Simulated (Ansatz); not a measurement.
# Pb2ICl2F: complex band structure, part 2 of 3

A new crystal, Pb2ICl2F: structure, gap and complex bands. It is built by putting I for part of the F in the PbClF structure of space group P4/nmm, with the volume rescaled by atomic radii. The parent structure comes from the Materials Project.

Ansatz 0.2.0; LDA DFT, plane waves, PAW files (the session's first sound run).

So far. Step 2 (Cell and atoms at rest): The largest force component on a free atom ends at 0.0017 eV/Å.

The structure was built from a prototype and need not be the compound's stable phase.

## 3. The bulk crystal and its band edges

The energy window and the wavevectors of the next steps follow from the band edges, so these are searched first, off the mesh as well.

Input file input.yaml:

```yaml
crystal:
  lattice:
    - [4.2828290472, 0.0, 0.0]
    - [0.0, 4.2828290472, 0.0]
    - [0.0, 0.0, 7.9919243398]
  atoms:
    - { symbol: Pb, position: [0.0, 0.5, 0.7439215306] }
    - { symbol: Pb, position: [0.5, 0.0, 0.2560784694] }
    - { symbol: Cl, position: [0.5, 0.0, 0.6395704304] }
    - { symbol: Cl, position: [0.0, 0.5, 0.3604295696] }
    - { symbol: F, position: [0.5, 0.5, 0.0] }
    - { symbol: I, position: [0.0, 0.0, 0.0] }
kpoints:
  mp_grid: { grid: [6, 6, 4] }
  band_path: { path: [VBM, CBM], npoints: 30 }
scf:
  occupations: { method: fixed }
hamiltonian:
  xc: lda
output:
  eigenvalues: true
  write_potential: true
  write_density: true
  volumetric_format: npy
  elf: true
```

Launch:

```bash
> ansatz run input.yaml --threads 2 --pin off --max-ram 4096MiB --backend cpu --events-out ev --progress --plain --runs-dir out
```

Numbers of over 12 decimals in the logs are rounded to 6 here.

Log:

```text
[...]
Crystal: 6 atoms, lattice volume = 146.593 Å³
Basis set: ecut = 420 eV, 2851 PW (Γ)
Bands: 40, of which v1, the nominal top of the filled ones, is band 33 counted from 1 (32 counted from 0)
Symmetry: 8 space group operations
[...]
k-points: 30 of 144 (time reversal used)
[...]
SCF iter   1: F=—  HF=-33446.034742 eV  |F-HF|=—  |Δ(HF+E_count)|=         —  Δρ=1.02e-2  dr2=1.42e-1  ethr=1.77e-3  ⟨swp⟩=5.4  Hψ=4477  notcnv=0  defer=136
[...]
SCF iter   8: F=-33445.993951 eV  HF=-33445.993951 eV  |F-HF|=1.59e-9  |Δ(HF+E_count)|=   1.79e-8  Δρ=2.30e-6  dr2=7.80e-9  ethr=1.52e-10  ⟨swp⟩=12.1  Hψ=5351  notcnv=0
SCF 1 converged in 8 iterations: F = -33445.993951 eV  dr2 = 7.80e-9
[...]
NSCF: frozen V_eff on 40 k-points
[...]
SCF converged after 8 iterations
Free energy (F): -33445.993951 eV
[...]
Internal energy: -33445.993951 eV  (E = F + TS)
E sigma→0 (E₀):  -33445.993951 eV
Fermi energy:    6.978946 eV
[...]
--- Band table (eV; the first three rows and the last of 30) ---
  k-point 0: bands = [... 29 lower, 5.0821, 5.4979, 6.5295, 6.5295, 10.3069, 10.5387, 10.6143, 10.6143, ... 3 higher]
  k-point 1: bands = [... 29 lower, 5.1517, 5.9040, 6.5341, 6.5341, 10.0509, 10.2530, 10.7867, 10.7867, ... 3 higher]
  k-point 2: bands = [... 29 lower, 5.2337, 6.3770, 6.5384, 6.5384, 9.8583, 9.8721, 11.0350, 11.0350, ... 3 higher]
  k-point 29: bands = [... 29 lower, 4.6974, 5.0279, 6.6899, 6.6899, 9.8489, 10.4718, 11.0957, 11.6419, ... 3 higher]
```

The job ended after 18 s (2 threads of Intel Xeon 6975P-C (Granite Rapids), shared host; peak memory 0.55 GiB; 36 s of CPU time).

This step gave:

* Fermi energy: 6.979 eV
* gap on the k-mesh: 1.924 eV
* gap on path: 1.924 eV, by band count; negative where bands overlap
* direct gap on path: 2.593 eV
* edge places on path: 0, 0.7036 1/A along the path

Electronic bands along the path, in eV, zero at the Fermi level (highest filled level under fixed occupations); v1 is the highest filled band, c1 the lowest empty one:

| point | v4 | v3 | v2 | v1 | c1 | c2 | c3 | c4 |
| --- | --- | --- | --- | --- | --- | --- | --- | --- |
| VBM | -1.86 | -1.43 | -0.01 | 0.00 | 3.09 | 3.57 | 3.60 | 3.79 |
| halfway | -1.91 | -1.84 | -0.53 | -0.42 | 2.62 | 3.30 | 3.40 | 4.04 |
| CBM | -1.95 | -1.57 | -1.47 | -0.67 | 1.92 | 2.95 | 3.11 | 3.22 |

Electrostatic potential energy in the ac plane at fractional y = 0.000, with atoms of Pb and Cl and I within 0.2 Å of it. With pseudopotentials it is smooth inside the atoms' cores, unlike the true potential.

Values in eV, 24 rows by 14 columns, each cell a mean:
```
 12   5 -11  -6   6  11  12  12  12  10   3 -10  -6   8
 -5  -9 -10   0   8  11  12  12  12  11   6  -4 -11  -7
-10  -7   0   7  10  12  12  12  12  11   9   5  -3  -9
  5   6   8  10  11  12  12  12  12  12  11  10   7   6
  9  10  10  11  11  11  11  11  11  11  11  11  10   9
 10  11  11  11  10   8   5   3   6   9  11  11  11  10
 11  11  11  10   6  -8 -23 -27 -19  -1   8  11  11  11
 11  11  11   9   0 -25 -35 -36 -34 -16   4  10  11  11
 12  12  11   9  -4 -31 -36 -36 -36 -22   3  10  11  12
 12  12  12  10   2 -21 -34 -36 -32 -11   6  11  12  12
 12  12  12  11   8  -1 -13 -17 -10   3   9  12  12  12
 12  12  12  12  11   9   6   5   7  10  11  12  12  12
 12  12  12  12  11  10   9   9  10  10  11  12  12  12
 12  12  11  10   9   8   6   6   7   8  10  11  12  12
 12  11  10   9   6   0  -6  -9  -4   3   7   9  11  12
 11  11   9   5  -4 -24 -33 -34 -31 -16   1   7  10  11
 11  10   8   2 -18 -33 -29 -26 -31 -31  -9   5   9  10
 10  10   7  -1 -24 -33 -22 -16 -26 -34 -14   4   9  10
 10   9   7   1 -19 -34 -28 -25 -31 -32 -10   5   8  10
  7   7   7   4  -6 -25 -32 -33 -31 -18  -1   6   7   7
 -3  -1   4   5   4  -3 -12 -15  -9   0   5   5   2  -2
-11 -12  -8   2   6   7   6   5   6   7   6  -1 -10 -12
  8  -1 -12  -4   6   9   9   9   9   8   3  -9  -9   3
 12  10  -9  -7   5  10  11  11  11   9   1 -11  -2  12
```
Columns run along a (4.3 Å; values clipped at the 3rd and 97th percentile), rows up along c (8.0 Å). Atoms in or near the plane, at fractional coordinates: Pb at (0.50, 0.26), Cl at (0.50, 0.64), I at (0.00, 0.00).

ELF in the ac plane at fractional y = 0.000, with atoms of Pb and Cl and I within 0.2 Å of it. It is the smooth field of the valence electrons, not physical close to the nuclei.

Ten even steps from '_' (0.01) to '@' (0.87), each cell a mean:
```
::--**####==..__..**####++::
++**####**::____..==####**++
######**--..______..++######
##**++::____......__..--**##
----......--++**++::....::--
______::++%%@@@@@@##==..____
____..++%%@@@@@@@@@@%%==..__
____--##@@@@##**%%@@@@**..__
____==%%@@@@++--##@@@@##::__
____--##@@@@%%%%@@@@@@**::__
____::**%%@@@@@@@@@@##==..__
______::++##%%@@%%##==::____
________..::----::....______
________..::::::::....______
______::--==========--..____
____..--==++==--==++==::____
____..==++--..__..====--..__
____::--==::______--==--..__
::::::--==--____..====::::::
**++==----==------==----==++
######++----======----**####
****####++::::::::--**%%##**
--==**####--......++####**--
++::**##%%==..__::**%%##==::
```
Columns run along a (4.3 Å), rows up along c (8.0 Å). Atoms in or near the plane, at fractional coordinates: Pb at (0.50, 0.26), Cl at (0.50, 0.64), I at (0.00, 0.00).

Valence density in the ac plane at fractional y = 0.000, with atoms of Pb and Cl and I within 0.2 Å of it. It is the smooth field of the valence electrons, not physical close to the nuclei.

Ten steps, logarithmic in the rise over the least value, from '0' (0 e/Å³) to '9' (17 e/Å³), each cell a mean:
```
98531000012368
75321000001346
33211000001233
21110000000112
11000111110001
00001233221000
00012444432100
00013444443100
00023541443100
00013454542100
00012344431000
00001222211000
00000111100000
00000111110000
00001233221000
00012455532100
00023677753100
00124688753100
00124677753110
11123456542111
32222233322222
54322111112345
87432100012368
99632100012479
```
Columns run along a (4.3 Å), rows up along c (8.0 Å). Atoms in or near the plane, at fractional coordinates: Pb at (0.50, 0.26), Cl at (0.50, 0.64), I at (0.00, 0.00).

The searched edges give 1.92 eV, as on the mesh.

## 4. Complex bands, plane (001), k-mesh 6×6×4

This step: LDA DFT, plane waves, PAW files; complex bands by layer matching along the plane's normal (Ansatz 0.2.0).

The same crystal is laid in a cell whose first two vectors span the (001) plane (indices of the standard conventional cell, whose axes can be ordered otherwise than in the bulk input). At fixed energy and wavevector in the plane the solver finds all kz, real and complex. A few wavevectors are listed, (0, 0), (0, -0.5) and (0.4792, 0.4792) in units of the plane's reciprocal vectors; the slowest state needn't be among them.

Input file input.yaml:

```yaml
crystal:
  lattice:
    - [4.282829047, 0.0, 0.0]
    - [0.0, 4.282829047, 0.0]
    - [0.0, 0.0, 7.99192434]
  atoms:
    - { symbol: Pb, position: [0.0, 0.5, 0.7439215306] }
    - { symbol: Pb, position: [0.5, 0.0, 0.2560784694] }
    - { symbol: Cl, position: [0.5, 0.0, 0.6395704304] }
    - { symbol: Cl, position: [0.0, 0.5, 0.3604295696] }
    - { symbol: F, position: [0.5, 0.5, 0.0] }
    - { symbol: I, position: [0.0, 0.0, 0.0] }
kpoints:
  mp_grid: { grid: [6, 6, 4] }
scf:
  occupations: { method: fixed }
hamiltonian:
  xc: lda
output:
  eigenvalues: true
  transmission:
    leads: [[0, 0]]
    kpoints: [[0.0, 0.0], [0.0, -0.5], [0.4792, 0.4792]]
    e_range: [-1.0, 2.92]
    de: 0.08
```

Log:

```text
[...]
Crystal: 6 atoms, lattice volume = 146.593 Å³
Basis set: ecut = 420 eV, 2851 PW (Γ)
Bands: 40, of which v1, the nominal top of the filled ones, is band 33 counted from 1 (32 counted from 0)
Symmetry: 8 space group operations
[...]
k-points: 30 of 144 (time reversal used)
[...]
SCF iter   1: F=—  HF=-33446.034743 eV  |F-HF|=—  |Δ(HF+E_count)|=         —  Δρ=1.02e-2  dr2=1.42e-1  ethr=1.77e-3  ⟨swp⟩=5.4  Hψ=4477  notcnv=0  defer=136
[...]
SCF iter   8: F=-33445.993951 eV  HF=-33445.993951 eV  |F-HF|=1.58e-9  |Δ(HF+E_count)|=   1.79e-8  Δρ=2.30e-6  dr2=7.79e-9  ethr=1.52e-10  ⟨swp⟩=12.1  Hψ=5351  notcnv=0
SCF 1 converged in 8 iterations: F = -33445.993951 eV  dr2 = 7.79e-9
[...]
transmission: 10 of 30 steps passed
transmission: 20 of 30 steps passed
transmission: 30 of 30 steps passed
SCF converged after 8 iterations
Free energy (F): -33445.993951 eV
[...]
Internal energy: -33445.993951 eV  (E = F + TS)
E sigma→0 (E₀):  -33445.993951 eV
Fermi energy:    6.978946 eV
[...]
--- Band table (eV; the first three rows and the last of 30) ---
  k-point 0: bands = [... 29 lower, 5.0821, 5.4979, 6.5295, 6.5295, 10.3069, 10.5387, 10.6143, 10.6143, ... 3 higher]
  k-point 1: bands = [... 29 lower, 5.1517, 5.9040, 6.5341, 6.5341, 10.0509, 10.2530, 10.7867, 10.7867, ... 3 higher]
  k-point 2: bands = [... 29 lower, 5.2337, 6.3770, 6.5384, 6.5384, 9.8583, 9.8721, 11.0350, 11.0350, ... 3 higher]
  k-point 29: bands = [... 29 lower, 4.6974, 5.0279, 6.6899, 6.6899, 9.8489, 10.4718, 11.0957, 11.6419, ... 3 higher]
--- Transmission ---
  basis      : 161 plane waves across, 10 finite elements along
  points     : 3, as listed
  energies   : 50 from -1.000000 to 2.920000 eV about the Fermi level, 0.080000 eV apart; the leads are filled to 0.961918 eV, and channels, transmission and decay are at 1.000000 eV
  crystal 0  : Cl2Pb2F1I1, at the sites [0, 0], period 7.9919 Å: whole cells are its period
    offset         : up to 0.0000 Å between an atom of the period and one for which it stands
    channels       : 0.000000e0 a spin
    conductance    : none, the energies end too early or step too widely for 300 K: set another output.transmission.e_range or a lower de, or, where they end at an eighth of basis.ecutwfc, a higher one
    slowest decay  : 0.2265 /Å at (0.0000, 0.0000)
```

It took 20 s on 2 threads; peak memory 0.64 GiB.

This step gave:

| Item | Value |
| --- | --- |
| level to which the leads are filled | 0.9619 eV from the Fermi level |
| decay constant at the filling level, zone centre | 0.2265 Å⁻¹ |
| decay constant at the filling level, slowest listed point | 0.2265 Å⁻¹ |

K parallel (0, 0); values up to 1.5 1/Å, a degenerate pair printed once or twice; energies at which all values exceed this have no row. Table of Im kz of the slowest decaying states by energy, zero at the highest filled level on the SCF mesh:

| energy (eV) | decay 1 (Å⁻¹) | decay 2 (Å⁻¹) | decay 3 (Å⁻¹) | decay 4 (Å⁻¹) |
| --- | --- | --- | --- | --- |
| -1.0000 | 0.360 | 0.609 | 0.666 | 0.914 |
| -0.7600 | 0.381 | 0.545 | 0.672 | 0.917 |
| -0.5200 | 0.0705 | 0.394 | 0.407 | 0.637 |
| -0.2800 | 0.133 | 0.401 | 0.573 | 0.908 |
| -0.0400 | 0.167 | 0.404 | 0.628 | 0.898 |
| 0.2800 | 0.196 | 0.403 | 0.661 | 0.882 |
| 0.5200 | 0.211 | 0.398 | 0.673 | 0.867 |
| 0.7600 | 0.221 | 0.390 | 0.680 | 0.850 |
| 1.0000 | 0.227 | 0.379 | 0.683 | 0.831 |
| 1.2400 | 0.229 | 0.366 | 0.612 | 0.754 |
| 1.4800 | 0.227 | 0.348 | 0.572 | 0.788 |
| 1.7200 | 0.222 | 0.326 | 0.538 | 0.765 |
| 1.9600 | 0.213 | 0.299 | 0.506 | 0.740 |
| 2.2800 | 0.191 | 0.250 | 0.461 | 0.704 |
| 2.5200 | 0.166 | 0.194 | 0.424 | 0.675 |
| 2.7600 | 0.110 | 0.382 | 0.643 | 0.849 |

K parallel (0, -0.5); values up to 1.5 1/Å, a degenerate pair printed once or twice; energies at which all values exceed this have no row. Table of Im kz of the slowest decaying states by energy, zero at the highest filled level on the SCF mesh:

| energy (eV) | decay 1 (Å⁻¹) | decay 2 (Å⁻¹) | decay 3 (Å⁻¹) | decay 4 (Å⁻¹) |
| --- | --- | --- | --- | --- |
| -1.00 | 0.0868 | 0.394 | 0.517 | 0.540 |
| -0.84 | 0.149 | 0.421 | 0.534 | 0.578 |
| -0.60 | 0.0898 | 0.200 | 0.450 | 0.552 |
| -0.44 | 0.154 | 0.224 | 0.464 | 0.559 |
| -0.20 | 0.204 | 0.249 | 0.479 | 0.566 |
| -0.04 | 0.226 | 0.262 | 0.486 | 0.567 |
| 0.20 | 0.250 | 0.277 | 0.492 | 0.564 |
| 0.36 | 0.261 | 0.284 | 0.494 | 0.560 |
| 0.60 | 0.272 | 0.291 | 0.494 | 0.550 |
| 0.76 | 0.277 | 0.293 | 0.492 | 0.540 |
| 0.92 | 0.280 | 0.294 | 0.488 | 0.527 |
| 1.16 | 0.280 | 0.292 | 0.480 | 0.502 |
| 1.32 | 0.276 | 0.288 | 0.473 | 0.480 |
| 1.56 | 0.263 | 0.278 | 0.433 | 0.459 |
| 1.72 | 0.242 | 0.268 | 0.383 | 0.448 |
| 1.96 | 0.176 | 0.246 | 0.428 | 0.612 |
| 2.12 | 0.224 | 0.299 | 0.412 | 0.585 |
| 2.36 | 0.173 | 0.345 | 0.382 | 0.544 |
| 2.52 | 0.104 | 0.358 | 0.361 | 0.516 |
| 2.76 | 0.309 | 0.374 | 0.475 | 0.499 |
| 2.92 | 0.263 | 0.326 | 0.426 | 0.430 |

K parallel (0.4792, 0.4792); values up to 1.5 1/Å, a degenerate pair printed once or twice; energies at which all values exceed this have no row. Im kz of the slowest decaying states against energy, zero at the highest filled level on the SCF mesh:

| energy (eV) | decay 1 (Å⁻¹) | decay 2 (Å⁻¹) | decay 3 (Å⁻¹) | decay 4 (Å⁻¹) |
| --- | --- | --- | --- | --- |
| -1.0000 | 0.251 | 0.377 | 0.408 | 1.25 |
| -0.7600 | 0.302 | 0.495 | 0.595 | 0.650 |
| -0.5200 | 0.272 | 0.286 | 0.342 | 0.511 |
| -0.2800 | 0.377 | 0.534 | 1.18 | 1.30 |
| -0.0400 | 0.409 | 0.555 | 1.15 | 1.25 |
| 0.2800 | 0.170 | 0.174 | 0.449 | 0.583 |
| 0.5200 | 0.206 | 0.209 | 0.479 | 0.605 |
| 0.7600 | 0.226 | 0.228 | 0.512 | 0.631 |
| 1.0000 | 0.237 | 0.239 | 0.553 | 0.669 |
| 1.2400 | 0.243 | 0.245 | 0.614 | 0.751 |
| 1.4800 | 0.245 | 0.247 | 0.735 | 0.811 |
| 1.7200 | 0.243 | 0.245 | 0.722 | 0.789 |
| 1.9600 | 0.238 | 0.240 | 0.598 | 0.706 |
| 2.2800 | 0.226 | 0.228 | 0.458 | 0.518 |
| 2.5200 | 0.213 | 0.215 | 0.352 | 0.447 |
| 2.7600 | 0.196 | 0.198 | 0.200 | 0.383 |

At the listed wavevectors the last open channel is at -0.04 eV and the next at +2.60 eV on the grid, wider than the gap, since narrow bands can fall between grid energies. At +1.00 eV, the grid energy nearest the filling level (the middle of the gap on the SCF mesh), the slowest state at the listed wavevectors decays with κ = 0.227 Å⁻¹, its amplitude falling by e over 4.4 Å. Through 1 nm of this crystal that state's transmission falls by exp(−2 × 0.227 Å⁻¹ × 10 Å) = 0.011.

## 5. Decay over the two-dimensional zone

The listed points could miss the slowest state, so one energy near mid-gap is solved on a mesh of 8×8.

input.yaml: that of step 4 with these lines changed.

```diff
@@ -20,6 +20,2 @@
   eigenvalues: true
-  transmission:
-    leads: [[0, 0]]
-    kpoints: [[0.0, 0.0], [0.0, -0.5], [0.4792, 0.4792]]
-    e_range: [-1.0, 2.92]
-    de: 0.08
+  transmission: { leads: [[0, 0]], kmesh: [8, 8], e_range: [0.96, 0.97], de: 0.05 }
```

Log:

```text
[...]
Crystal: 6 atoms, lattice volume = 146.593 Å³
Basis set: ecut = 420 eV, 2851 PW (Γ)
Bands: 40, of which v1, the nominal top of the filled ones, is band 33 counted from 1 (32 counted from 0)
Symmetry: 8 space group operations
[...]
k-points: 30 of 144 (time reversal used)
[...]
SCF iter   1: F=—  HF=-33446.034743 eV  |F-HF|=—  |Δ(HF+E_count)|=         —  Δρ=1.02e-2  dr2=1.42e-1  ethr=1.77e-3  ⟨swp⟩=5.4  Hψ=4477  notcnv=0  defer=136
[...]
SCF iter   8: F=-33445.993951 eV  HF=-33445.993951 eV  |F-HF|=1.58e-9  |Δ(HF+E_count)|=   1.79e-8  Δρ=2.30e-6  dr2=7.79e-9  ethr=1.52e-10  ⟨swp⟩=12.1  Hψ=5351  notcnv=0
SCF 1 converged in 8 iterations: F = -33445.993951 eV  dr2 = 7.79e-9
[...]
transmission: 40 of 250 steps passed
transmission: 80 of 250 steps passed
[...]
transmission: 250 of 250 steps passed
SCF converged after 8 iterations
Free energy (F): -33445.993951 eV
[...]
Internal energy: -33445.993951 eV  (E = F + TS)
E sigma→0 (E₀):  -33445.993951 eV
Fermi energy:    6.978946 eV
[...]
--- Band table (eV; the first three rows and the last of 30) ---
  k-point 0: bands = [... 29 lower, 5.0821, 5.4979, 6.5295, 6.5295, 10.3069, 10.5387, 10.6143, 10.6143, ... 3 higher]
  k-point 1: bands = [... 29 lower, 5.1517, 5.9040, 6.5341, 6.5341, 10.0509, 10.2530, 10.7867, 10.7867, ... 3 higher]
  k-point 2: bands = [... 29 lower, 5.2337, 6.3770, 6.5384, 6.5384, 9.8583, 9.8721, 11.0350, 11.0350, ... 3 higher]
  k-point 29: bands = [... 29 lower, 4.6974, 5.0279, 6.6899, 6.6899, 9.8489, 10.4718, 11.0957, 11.6419, ... 3 higher]
--- Transmission ---
  basis      : 161 plane waves across, 10 finite elements along
  points     : 25, standing for a mesh of 8 x 8
  energies   : 1 from 0.960000 to 0.960000 eV about the Fermi level; the leads are filled to 0.961918 eV, and channels, transmission and decay are at 0.960000 eV
[...]
channels       : 0.000000e0 a spin
    conductance    : none, crystal 0 has no channel at the energies, or these end too early or step too widely for 300 K: set another output.transmission.e_range or a lower de, or, where they end at an eighth of basis.ecutwfc, a higher one
    slowest decay  : 0.2258 /Å at (0.0000, 0.0000)
```

The job ended after 12 s (2 threads; peak memory 0.72 GiB).

This step gave:

* least decay constant on the mesh: 0.2258 Å⁻¹

Slowest decay constant (1/Å; 0 where a channel is open) over k1 and k2. At 0.9600 eV from the Fermi level.

Values, 8 rows by 8 columns:
```
0.240 0.243 0.256 0.265 0.264 0.265 0.256 0.243
0.253 0.256 0.263 0.265 0.263 0.265 0.263 0.256
0.265 0.265 0.265 0.274 0.245 0.274 0.265 0.265
0.280 0.264 0.263 0.245 0.226 0.245 0.263 0.264
0.265 0.265 0.265 0.274 0.245 0.274 0.265 0.265
0.253 0.256 0.263 0.265 0.263 0.265 0.263 0.256
0.240 0.243 0.256 0.265 0.264 0.265 0.256 0.243
0.235 0.240 0.253 0.265 0.280 0.265 0.253 0.240
```
Columns: k1 (b1) from -0.5 to 0.375; rows upwards: k2 (b2) from -0.5 to 0.375.

The least value on the mesh is 0.226 Å⁻¹ at +0.96 eV. At that energy the listed points give about 0.226 Å⁻¹ by interpolation, so the mesh holds no clearly slower state.

(Part 2 of 3 ends here.)

[Logs are printed without paths, hosts, clocks, repeated set-up lines and the standing remarks that a program may print on its own settings, such as how far it seeks lower states.]

[Hosts, paths, dates, database ids (printed as entryN), source tags and the programs' standing remarks are cut or masked in the printed files.]

[New means built here by substitution; the compound itself may be known and measured.]
